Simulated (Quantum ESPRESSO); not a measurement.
# MnSO4: parallel and opposed starts, part 2 of 2

A self-consistent run ends on one state, which hangs on the start. Several orders of MnSO4 are started in Quantum ESPRESSO and their energies compared.

Quantum ESPRESSO 7.5; LDA; plane waves with GBRV 1.5 LDA potentials, no spin-orbit coupling.

So far: The structure; Run 1 (ferro ++).

**3. Run 2, typed as antiferro +−**

Input file pw.in:

```
&CONTROL
  calculation = 'scf'
  prefix = 'pwscf'
  outdir = './tmp'
  pseudo_dir = './pseudo'
  disk_io = 'nowf'
/
&SYSTEM
  ibrav = 0
  nat = 12
  ntyp = 4
  ecutwfc = 40
  ecutrho = 280
  nbnd = 60
  occupations = 'smearing'
  smearing = 'fd'
  degauss = 0.00367493
  nspin = 2
  starting_magnetization(1) = 0.3
  starting_magnetization(2) = -0.3
  starting_magnetization(3) = 0
  starting_magnetization(4) = 0
/
&ELECTRONS
  conv_thr = 2.4d-08
  electron_maxstep = 150
  mixing_beta = 0.3
/
ATOMIC_SPECIES
Mn1    54.9380 mn_lda_v1.5.uspp.F.UPF
Mn2    54.9380 mn_lda_v1.5.uspp.F.UPF
S      32.0600 s_lda_v1.4.uspp.F.UPF
O      15.9990 o_lda_v1.2.uspp.F.UPF
CELL_PARAMETERS angstrom
   2.6335000000   -4.0230000000    0.0000000000
   2.6335000000    4.0230000000    0.0000000000
   0.0000000000    0.0000000000    6.8480000000
ATOMIC_POSITIONS crystal
Mn1     0.0000000000    0.0000000000    0.0000000000
Mn2     0.0000000000    0.0000000000    0.5000000000
S       0.6500000000    0.3500000000    0.2500000000
S       0.3500000000    0.6500000000    0.7500000000
O       0.7500000000    0.2500000000    0.0580000000
O       0.2500000000    0.7500000000    0.5580000000
O       0.2500000000    0.7500000000    0.9420000000
O       0.7500000000    0.2500000000    0.4420000000
O       0.7810000000    0.7190000000    0.2500000000
O       0.2190000000    0.2810000000    0.7500000000
O       0.7190000000    0.7810000000    0.7500000000
O       0.2810000000    0.2190000000    0.2500000000
K_POINTS automatic
4 4 4 0 0 0
```

The run is started by

```
$ OMP_NUM_THREADS=1 mpirun -n 4 pw.x -nk 4 -in pw.in > pw.out
```

Output:

```text
[banner, memory and clock lines left out]
Program PWSCF v.7.5 starts

     Message from routine setup:
     using ibrav=0 with symmetry is DISCOURAGED, use correct ibrav instead

     bravais-lattice index     =            0
     lattice parameter (alat)  =       9.0864  a.u.
     unit-cell volume          =     979.2052 (a.u.)^3
     number of atoms/cell      =           12
     number of atomic types    =            4
     number of electrons       =        90.00
     number of Kohn-Sham states=           60
     kinetic-energy cutoff     =      40.0000  Ry
     charge density cutoff     =     280.0000  Ry
     scf convergence threshold =      2.4E-08
     mixing beta               =       0.3000
     number of iterations used =            8  plain     mixing
     Exchange-correlation= SLA  PZ   NOGX NOGC
                           (   1   1   0   0   0   0   0)

     celldm(1)=   9.086390  celldm(2)=   0.000000  celldm(3)=   0.000000
     celldm(4)=   0.000000  celldm(5)=   0.000000  celldm(6)=   0.000000

     crystal axes: (cart. coord. in units of alat)
               a(1) = (   0.547698  -0.836676   0.000000 )
               a(2) = (   0.547698   0.836676   0.000000 )
               a(3) = (   0.000000   0.000000   1.424201 )

     reciprocal axes: (cart. coord. in units 2 pi/alat)
               b(1) = (  0.912913 -0.597603  0.000000 )
               b(2) = (  0.912913  0.597603 -0.000000 )
               b(3) = ( -0.000000  0.000000  0.702148 )

     PseudoPot. # 1 for Mn read from file:
     mn_lda_v1.5.uspp.F.UPF
     Pseudo is Ultrasoft + core correction, Zval = 15.0

     PseudoPot. # 2 for Mn read from file:
     mn_lda_v1.5.uspp.F.UPF
     Pseudo is Ultrasoft + core correction, Zval = 15.0

     PseudoPot. # 3 for S  read from file:
     s_lda_v1.4.uspp.F.UPF
     Pseudo is Ultrasoft + core correction, Zval =  6.0

     PseudoPot. # 4 for O  read from file:
     o_lda_v1.2.uspp.F.UPF
     Pseudo is Ultrasoft + core correction, Zval =  6.0

     atomic species   valence    mass     pseudopotential
     Mn1              15.00    54.93800     Mn( 1.00)
     Mn2              15.00    54.93800     Mn( 1.00)
     S                 6.00    32.06000     S ( 1.00)
     O                 6.00    15.99900     O ( 1.00)

     Starting magnetic structure
     atomic species   magnetization
     Mn1             0.300
     Mn2            -0.300
     S               0.000
     O               0.000

      4 Sym. Ops., with inversion, found

   Cartesian axes

     site n.     atom                  positions (alat units)
         1        Mn1    tau(   1) = (   0.0000000   0.0000000   0.0000000  )
         2        Mn2    tau(   2) = (   0.0000000   0.0000000   0.7121004  )
         3        S      tau(   3) = (   0.5476976  -0.2510029   0.3560502  )
         4        S      tau(   4) = (   0.5476976   0.2510029   1.0681506  )
         5        O      tau(   5) = (   0.5476976  -0.4183382   0.0826036  )
         6        O      tau(   6) = (   0.5476976   0.4183382   0.7947041  )
         7        O      tau(   7) = (   0.5476976   0.4183382   1.3415972  )
         8        O      tau(   8) = (   0.5476976  -0.4183382   0.6294968  )
         9        O      tau(   9) = (   0.8215463  -0.0518739   0.3560502  )
        10        O      tau(  10) = (   0.2738488   0.0518739   1.0681506  )
        11        O      tau(  11) = (   0.8215463   0.0518739   1.0681506  )
        12        O      tau(  12) = (   0.2738488  -0.0518739   0.3560502  )

     number of k points=    24  Fermi-Dirac smearing, width (Ry)=  0.0037
                       cart. coord. in units 2pi/alat
        k(    1) = (   0.0000000   0.0000000   0.0000000), wk =   0.0156250
        k(    2) = (   0.0000000   0.0000000   0.1755370), wk =   0.0312500
        k(    3) = (   0.0000000   0.0000000  -0.3510741), wk =   0.0156250
        k(    4) = (   0.2282281   0.1494007   0.0000000), wk =   0.0625000
        k(    5) = (   0.2282281   0.1494007   0.1755370), wk =   0.0625000
        [... 19 further k-points ...]

     Dense  grid:    77459 G-vectors     FFT dimensions: (  50,  50,  72)

     Smooth grid:    33479 G-vectors     FFT dimensions: (  40,  40,  54)

     Check: negative core charge=   -0.000024
     Generating pointlists ...
     new r_m :   0.1759 (alat units)  1.5983 (a.u.) for type    1
     new r_m :   0.1759 (alat units)  1.5983 (a.u.) for type    2
     new r_m :   0.1322 (alat units)  1.2016 (a.u.) for type    3
     new r_m :   0.1322 (alat units)  1.2016 (a.u.) for type    4

     Initial potential from superposition of free atoms

     starting charge      88.9998, renormalised to      90.0000
     Starting wfcs are   66 randomized atomic wfcs

     Self-consistent Calculation

     iteration #  1     ecut=    40.00 Ry     beta= 0.30
     Davidson diagonalization with overlap
     ethr =  1.00E-02,  avg # of iterations =  3.6

     total energy              =    -728.30246662 Ry
     estimated scf accuracy    <       2.54880631 Ry

     total magnetization       =    -0.00 Bohr mag/cell
     absolute magnetization    =     9.53 Bohr mag/cell

     iteration #  2     ecut=    40.00 Ry     beta= 0.30
     Davidson diagonalization with overlap
     ethr =  2.83E-03,  avg # of iterations =  2.0

     total energy              =    -728.76072547 Ry
     estimated scf accuracy    <       0.10040265 Ry

     total magnetization       =    -0.00 Bohr mag/cell
     absolute magnetization    =     9.38 Bohr mag/cell

     [... further iterations left out ...]

     iteration # 10     ecut=    40.00 Ry     beta= 0.30
     Davidson diagonalization with overlap
     ethr =  1.33E-10,  avg # of iterations =  3.7

     negative rho (up, down):  5.016E-04 5.016E-04

     total energy              =    -728.78235336 Ry
     estimated scf accuracy    <       0.00000005 Ry

     total magnetization       =    -0.00 Bohr mag/cell
     absolute magnetization    =     9.42 Bohr mag/cell

     iteration # 11     ecut=    40.00 Ry     beta= 0.30
     Davidson diagonalization with overlap
     ethr =  5.02E-11,  avg # of iterations =  1.0

     negative rho (up, down):  5.013E-04 5.013E-04

     Magnetic moment per site  (integrated on atomic sphere of radius R)
     atom   1 (R=0.176)  charge= 12.2263  magn=  3.9621
     atom   2 (R=0.176)  charge= 12.2263  magn= -3.9621
     atom   3 (R=0.132)  charge=  1.3833  magn=  0.0000
     atom   4 (R=0.132)  charge=  1.3833  magn=  0.0000
     atom   5 (R=0.132)  charge=  4.2080  magn=  0.0126
     atom   6 (R=0.132)  charge=  4.2080  magn= -0.0126
     atom   7 (R=0.132)  charge=  4.2080  magn=  0.0126
     atom   8 (R=0.132)  charge=  4.2080  magn= -0.0126
     atom   9 (R=0.132)  charge=  4.1779  magn=  0.0000
     atom  10 (R=0.132)  charge=  4.1779  magn=  0.0000
     atom  11 (R=0.132)  charge=  4.1779  magn=  0.0000
     atom  12 (R=0.132)  charge=  4.1779  magn=  0.0000

     End of self-consistent calculation

     [... lines left out ...]
     the Fermi energy is     7.6275 ev

!    total energy              =    -728.78235337 Ry
     estimated scf accuracy    <          6.2E-09 Ry
     smearing contrib. (-TS)   =      -0.00000002 Ry
     internal energy E=F+TS    =    -728.78235335 Ry

     The total energy is F=E-TS. E is the sum of the following terms:
     one-electron contribution =    -417.52075168 Ry
     hartree contribution      =     249.65195885 Ry
     xc contribution           =    -127.10954149 Ry
     ewald contribution        =    -433.80401903 Ry

     total magnetization       =     0.00 Bohr mag/cell
     absolute magnetization    =     9.42 Bohr mag/cell

     convergence has been achieved in  11 iterations
```

It took 90 s on 4 MPI ranks of Arm Neoverse V1, shared host; peak memory 0.94 GiB; 6 min of CPU time.

Spin moment in the atom's sphere by atom:

| atom | spin moment in the atom's sphere (μB) |
| --- | --- |
| Mn1 | 3.96 |
| Mn2 | -3.96 |
| S3 | 0.00 |
| S4 | 0.00 |
| O5 | 0.01 |
| O6 | -0.01 |
| O7 | 0.01 |
| O8 | -0.01 |
| O9 | 0.00 |
| O10 | 0.00 |
| O11 | 0.00 |
| O12 | 0.00 |

Read from the output:

```yaml
smearing_term_ts: 2.82e-7 eV
magnetization: 0 μB
absolute_magnetization: 9.417 μB
final_state: antiferromagnetic
```

**4. The states side by side**

An order is kept where moments of 0.15 μB or more survive with the typed signs; meshes match where a doubled cell samples the same k points as the first cell.

Orders:

| start | final state | typed order kept | energy over the lowest (meV a seeded atom) | largest site moment (μB) | net moment (μB a cell of the first run) | mesh matched | CPU time (s) |
| --- | --- | --- | --- | --- | --- | --- | --- |
| ferro ++ | ferromagnetic | yes | 48.76 | 4 | 9.998 | yes | 344.7 |
| antiferro +- | antiferromagnetic | yes | 0 | 3.962 | 0 | yes | 359.9 |

**5. Outcome**

| Property | Result |
| --- | --- |
| lowest state found | antiferromagnetic (from antiferro +-) |
| largest site moment | 3.96 μB |
| next state with moments | ferromagnetic, 48.8 meV a seeded atom higher |

In words: This is the lowest of 2 collinear or spinless starts, no proof of the ground state. No Hubbard term acts here. In such compounds local and semilocal functionals without one often delocalise the d electrons, and can shrink or lose moments and miss the size, sign and order of the couplings.

[Logs and program files are shortened in this print: banners, set-up blocks, solver, clock and traceback lines can be left out without a mark of their own.]

[Logs are printed without paths, hosts, clocks, repeated set-up lines and the standing remarks that a program may print on its own settings, such as how far it seeks lower states.]

[Hosts, paths, dates, database ids (printed as entryN), source tags and the programs' standing remarks are cut or masked in the printed files.]

[Where a cell is said to come from a database of computed structures, the database is the Materials Project.]
